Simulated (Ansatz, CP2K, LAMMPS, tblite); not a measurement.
# tblite on K+ BF4- in ethyl methyl carbonate at 400 K (186 atoms): settings against a plane-wave reference

How near does tblite come to plane waves for K+ BF4- in ethyl methyl carbonate at 400 K (186 atoms)?

Method: the method is named at each step, in tblite 0.8.0.

## 1. The structure

The cell holds 186 atoms: 48 C, 36 O, 96 H, 1 B, 4 F and 1 K. Its edges and angles: a = 12.919 Å, b = 12.919 Å, c = 12.919 Å, α = 90.0°, β = 90.0°, γ = 90.0°. 12 ethyl methyl carbonate, 1 K+, 1 BF4- placed at random, at 1.06 g/cm³; overlaps pushed apart, then 10 ps at 550 K with stiff harmonic cages for PF6 and BF4 with UFF radii; Joung-Cheatham ions (J. Phys. Chem. B 112, 9020 (2008)); MMFF94 bonds, angles, torsions, charges and radii (Halgren, J. Comput. Chem. 17, 490 (1996)) in harmonic and 12-6 forms; charges of ions scaled by 0.8. Snapshot after 30 ps at 400 K and fixed volume.

The yardstick, on the same geometry:

| Quantity | Value |
| --- | --- |
| method | Kohn-Sham DFT, PBE, PAW, plane waves (Ansatz 0.2.0); cutoff 420 eV, Γ point, fermi-dirac smearing of 0.05 eV; PAW set soft_2 |
| r.m.s. force component | 0.9912 eV/Å |
| longest force | 4.234 eV/Å |
| pressure | 0.677 GPa |
| gap (highest filled to lowest empty level) | 5.003 eV |
| SCF cycles | 11 |
| time | 44 s on 4 threads of Arm Neoverse V1, shared host |
| CPU time | 2.8 min |

## 2. GFN1-xTB

Method: GFN1-xTB tight binding, diagonalisation.

run.py

```python
import numpy as np
from ase.io import read
from tblite.ase import TBLite

atoms = read("structure.xyz")
atoms.calc = TBLite(method="GFN1-xTB", electronic_temperature=580, accuracy=1.0, max_iterations=250, mixer_damping=0.4, verbosity=1)
energy = atoms.get_potential_energy()
forces = atoms.get_forces()
print(f"energy {energy:.6f} eV")
print("forces (eV/A)")
for i, (a, f) in enumerate(zip(atoms, forces)):
    print(f"{i:4d} {a.symbol:2s} {f[0]:10.5f} {f[1]:10.5f} {f[2]:10.5f}")
stress = -atoms.get_stress(voigt=False) * 160.21766
print("stress (GPa, compression positive)")
for row in stress:
    print(" ".join(f"{x:10.4f}" for x in row))
print("charges (e)")
print(np.array2string(atoms.get_charges(), precision=4, suppress_small=True, max_line_width=110, threshold=100000))
```

structure.xyz

```xyz
186
Lattice="12.91920 0.00000 0.00000 0.00000 12.91920 0.00000 0.00000 0.00000 12.91920" Properties=species:S:1:pos:R:3 pbc="T T T"
C 4.14254 4.71809 11.79717
C 4.39421 6.04438 12.55695
O 3.01470 6.52717 12.67115
C 2.53733 7.27739 11.60454
O 3.12968 7.50515 10.54995
O 1.30471 7.75578 11.90763
C 0.70461 8.36376 10.72513
H 3.96064 4.99896 10.70730
H 5.15734 4.11128 11.72185
H 3.32514 4.17561 12.28047
H 4.77933 5.65422 0.53821
H 4.98681 6.89872 12.06033
H 0.01021 9.08904 11.12007
H 0.06150 7.75217 10.05734
H 1.46323 8.95714 10.22283
C 3.74618 3.44400 3.10720
C 2.75476 4.45984 3.56299
O 1.40535 3.99410 3.58973
C 1.10395 2.97930 4.40454
O 1.78685 2.68681 5.36573
O 12.91520 2.36124 3.93893
C 12.48189 1.25807 4.67572
H 3.46687 2.50620 3.58456
H 3.78597 3.43173 2.06836
H 4.73398 3.78029 3.46312
H 3.09195 4.66952 4.60789
H 2.85876 5.31883 2.90437
H 11.46140 1.45586 4.88255
H 0.16575 0.94711 5.54931
H 12.58666 0.39391 4.00534
C 12.15128 3.43134 12.79853
C 12.43796 2.10350 12.15826
O 11.25417 1.33701 12.13953
C 11.39667 0.25813 11.30727
O 12.42013 12.71211 10.81686
O 10.23898 12.51044 11.29487
C 10.23472 11.29862 10.54762
H 11.73903 3.26145 0.90602
H 0.08191 4.06851 12.80176
H 11.29797 3.90224 12.43111
H 12.87049 2.31641 11.14720
H 0.33073 1.54333 12.68976
H 11.03481 10.70394 10.95522
H 10.16431 11.57806 9.47727
H 9.38321 10.69761 10.88533
C 8.92174 10.57398 2.28076
C 9.35738 12.01731 1.87806
O 10.74800 12.33344 2.13386
C 11.66888 11.57173 1.47201
O 11.44538 10.73611 0.60010
O 12.83574 11.88747 1.98051
C 0.97682 11.35882 1.16079
H 7.83614 10.24945 2.18800
H 9.44652 9.85968 1.71993
H 9.32366 10.35448 3.30680
H 9.11592 12.20864 0.76727
[... 126 atom lines left out ...]
F 4.31566 11.93915 7.40658
F 4.65350 10.50589 9.23813
F 6.56114 11.31011 8.09220
K 4.56681 1.55521 6.94782
```

On the command line:

```sh
$ OMP_NUM_THREADS=1 python run.py > output.txt
```

The program printed:

```text
------------------------------------------------------------
  cycle        total energy    energy error   density error
------------------------------------------------------------
      1     -338.1078456908  -3.4051227E+02   6.4696705E-01
      2     -345.2526544183  -7.1448087E+00   3.2748074E-01
      3     -345.3367045930  -8.4050175E-02   1.6749987E-01
      4     -345.3397001044  -2.9955114E-03   3.1994005E-02
      5     -345.3816577958  -4.1957691E-02   4.9208098E-03
      6     -345.3829711890  -1.3133931E-03   1.7697376E-03
      7     -345.3830399853  -6.8796330E-05   6.3848899E-04
      8     -345.3830545653  -1.4580029E-05   1.9089531E-04
      9     -345.3830560746  -1.5092718E-06   5.2886282E-05
     10     -345.3830561436  -6.9032239E-08   1.2863972E-05
------------------------------------------------------------
 total:                                   6.321 sec
energy -9398.351667 eV
forces (eV/A)
   0 C     2.99587    0.10990   -2.47764
   1 C    -1.37039    0.08123   -2.38899
   2 O    -0.02663    1.70964   -0.90116
   3 C     1.02073   -0.13949    0.01152
   4 O    -1.03925   -0.96048    2.44546
   5 O     0.67539   -0.83289   -1.94163
   6 C    -0.61563    0.85897    0.94939
   7 H    -0.36424   -0.63295    1.27660
   8 H    -2.08933    0.90881    0.54457
   9 H     0.39554    0.05608   -0.32884
  10 H     0.31343    0.71003    1.68153
  11 H    -0.47796   -1.68520    0.59529
  12 H    -0.43624    0.44981    0.40638
  13 H     1.11064   -0.38083    0.50444
  14 H     0.09290   -0.28727   -0.46843
  15 C     0.70050   -0.28316    1.39193
  16 C     0.28535    0.56989    1.58114
  17 O     0.00016    0.08446   -0.69216
  18 C     0.14083    0.03879   -0.43339
  19 O    -0.83335   -0.36087   -0.75527
  20 O     2.05454    1.43903    0.98855
  21 C     0.49130   -1.81115   -0.40118
  22 H     0.35192   -0.36678   -0.32114
  23 H    -0.02611   -0.60678   -1.89026
[...]
178 H     0.01363   -0.62441   -0.31993
 179 H     0.35442    0.01550    1.06573
 180 B    -0.57525   -0.28051    1.09669
 181 F     1.19014    0.95521    1.00951
 182 F     0.24347   -0.98198   -1.34038
 183 F     0.62249    0.23914   -1.03519
 184 F    -1.36671    0.32102    0.08223
 185 K    -0.06887   -0.11242    0.24815
stress (GPa, compression positive)
   -2.4985     0.0483    -0.3371
    0.0483    -1.3423     0.6593
   -0.3371     0.6593    -2.3308
charges (e)
[-0.082   0.1922 -0.4298  0.7461 -0.5427 -0.3977  0.1583  0.045   0.0293  0.034   0.0411  0.066   0.0552
  0.03    0.0655 -0.1071  0.2081 -0.4054  0.7533 -0.5346 -0.3866  0.1644  0.0634  0.0455  0.0421  0.0423
  0.0503  0.0516  0.0461  0.0528 -0.1121  0.2059 -0.4071  0.7495 -0.5567 -0.3968  0.1643  0.0531  0.0422
  0.0516  0.0285  0.0266  0.0651  0.034   0.0566 -0.1115  0.2008 -0.4133  0.753  -0.5565 -0.3964  0.168
  0.0452  0.0501  0.0463  0.0351  0.0339  0.0476  0.0395  0.0596 -0.1128  0.2132 -0.375   0.7502 -0.5145
 -0.3846  0.1722  0.0467  0.0429  0.048   0.0589  0.0413  0.0467  0.0389  0.0646 -0.0879  0.2051 -0.399
  0.7479 -0.5164 -0.4061  0.1715  0.0406  0.0271  0.0549  0.0859  0.068   0.0299  0.0564  0.0509 -0.1126
  0.202  -0.3979  0.7497 -0.5453 -0.4153  0.1663  0.0467  0.0807  0.0458  0.0134  0.0366  0.0406  0.0397
  0.0497 -0.1207  0.213  -0.407   0.7467 -0.5482 -0.4146  0.1717  0.0465  0.052   0.0485  0.0444  0.0447
  0.0632  0.0376  0.039  -0.1047  0.1898 -0.3944  0.7482 -0.5255 -0.3975  0.1796  0.0528  0.049   0.0493
  0.0518  0.0493  0.0763  0.0499  0.0434 -0.1034  0.1951 -0.3872  0.7467 -0.5726 -0.395   0.1764  0.0429
  0.0411  0.0327  0.0401  0.0502  0.0384  0.045   0.0396 -0.1086  0.2086 -0.4014  0.7466 -0.5623 -0.3763
  0.1642  0.0336  0.0494  0.0473  0.0297  0.0324  0.0391  0.0405  0.0611 -0.1079  0.1997 -0.3976  0.7388
 -0.557  -0.4024  0.1609  0.0574  0.05    0.0347  0.0514  0.0254  0.0496  0.055   0.0503  0.7725 -0.3964
 -0.385  -0.3949 -0.3887  0.2875]
```

It took 7 s on 1 thread of Arm Neoverse V1, shared host; peak memory 0.19 GiB.

Banners, paths, timers and routine set-up lines are dropped from the logs unmarked, and long logs keep their key lines alone; longer cuts are marked.

Compared with the plane-wave run:

| Item | Value |
| --- | --- |
| r.m.s. force component | 1.032 eV/Å |
| r.m.s. difference of force components | 344.3 meV/Å |
| longest difference of force vectors | 1491 meV/Å |
| force difference over r.m.s. force | 34.73 % |
| slope of forces against the reference's | 0.9813 |
| correlation of force components | 0.9428 |
| pressure | -2.057 GPa |
| pressure difference | -2.734 GPa |

Length of the force difference by element (eV/Å):

| element | atoms | mean | most |
| --- | --- | --- | --- |
| B | 1 | 0.50 | 0.50 |
| C | 48 | 0.48 | 0.85 |
| F | 4 | 0.48 | 0.77 |
| H | 96 | 0.16 | 0.37 |
| K | 1 | 0.38 | 0.38 |
| O | 36 | 1.2 | 1.5 |

Local excerpt of 11 atoms (numbers count through the whole input) about B181, the only B atom; x, y, z are measured from there.

| atom | x | y | z | distance (Å) | bonds | Mulliken charge (e) | Fx | Fy | Fz (eV/Å) |
| --- | --- | --- | --- | --- | --- | --- | --- | --- | --- |
| B181 | 0.00 | 0.00 | 0.00 | 0.00 | 4 | 0.77 | -0.58 | -0.28 | 1.10 |
| F183 | -0.88 | 0.38 | -1.03 | 1.41 | 2 | -0.39 | 0.24 | -0.98 | -1.34 |
| F182 | -0.22 | 1.14 | 0.80 | 1.41 | 2 | -0.40 | 1.19 | 0.96 | 1.01 |
| F184 | -0.54 | -1.05 | 0.80 | 1.43 | 1 | -0.39 | 0.62 | 0.24 | -1.04 |
| F185 | 1.37 | -0.25 | -0.35 | 1.43 | 1 | -0.39 | -1.37 | 0.32 | 0.08 |
| H86 | -2.30 | 1.83 | 0.19 | 2.94 | 1 | 0.09 | -0.51 | 0.18 | -0.76 |
| H133 | 1.19 | -0.40 | -2.80 | 3.07 | 1 | 0.08 | 0.27 | 0.75 | -0.44 |
| H99 | 0.05 | 0.23 | 3.19 | 3.20 | 1 | 0.08 | -0.90 | -1.36 | -1.06 |
| H163 | 1.88 | -2.64 | 0.67 | 3.31 | 1 | 0.04 | 0.46 | -0.02 | -0.26 |
| K186 | -0.63 | 2.92 | -1.49 | 3.33 | 5 | 0.29 | -0.07 | -0.11 | 0.25 |
| H165 | 0.45 | -3.05 | 1.48 | 3.41 | 1 | 0.06 | 0.06 | -0.25 | 0.37 |

Atoms are counted from 1 here, from 0 in the log.

Forces lie 35 % from the reference's, at 0.041 times its CPU time (on 1 against 4 cores).

## 3. Summary of results

- force difference from the reference: tblite GFN1-xTB, 35 %
- its CPU time: 7 s

**Reading.** Tight binding differs by 35 % (tblite GFN1-xTB); it is another model, with fitted parameters of its own, and the xTB methods hold dispersion. One electronic-structure run takes under half the reference's CPU time: tblite GFN1-xTB, at 35 % in 7 s against 2.8 min; its pressure misses by -2.7 GPa. Periodic xTB results under one method name differ between programs and library versions. The network of contacts between molecules at the start is that of the classical potential that made the cell, and needn't be the one that DFT or experiment would give. The reference's PBE has no dispersion term, which matters for the binding between molecules or layers. The density was typed from a rule of thumb and may lie off the real one at this temperature. The electronic-structure runs sample only Γ, in a cell whose shortest periodic width is 13 Å.

[Also dropped from logs without a mark: logging warnings of Python, and SIESTA's first energy breakdown and zero terms.]

[Logs are printed without paths, hosts, clocks, repeated set-up lines and the standing remarks that a program may print on its own settings, such as how far it seeks lower states.]

[Hosts, paths, dates, database ids (printed as entryN), source tags and the programs' standing remarks are cut or masked in the printed files.]

[The MMFF94 radii named for the starting cell were scaled by 0.96; in molecules described by MMFF94, hydrogen bound to N, O or S took a small fixed 12-6 site in their place.]
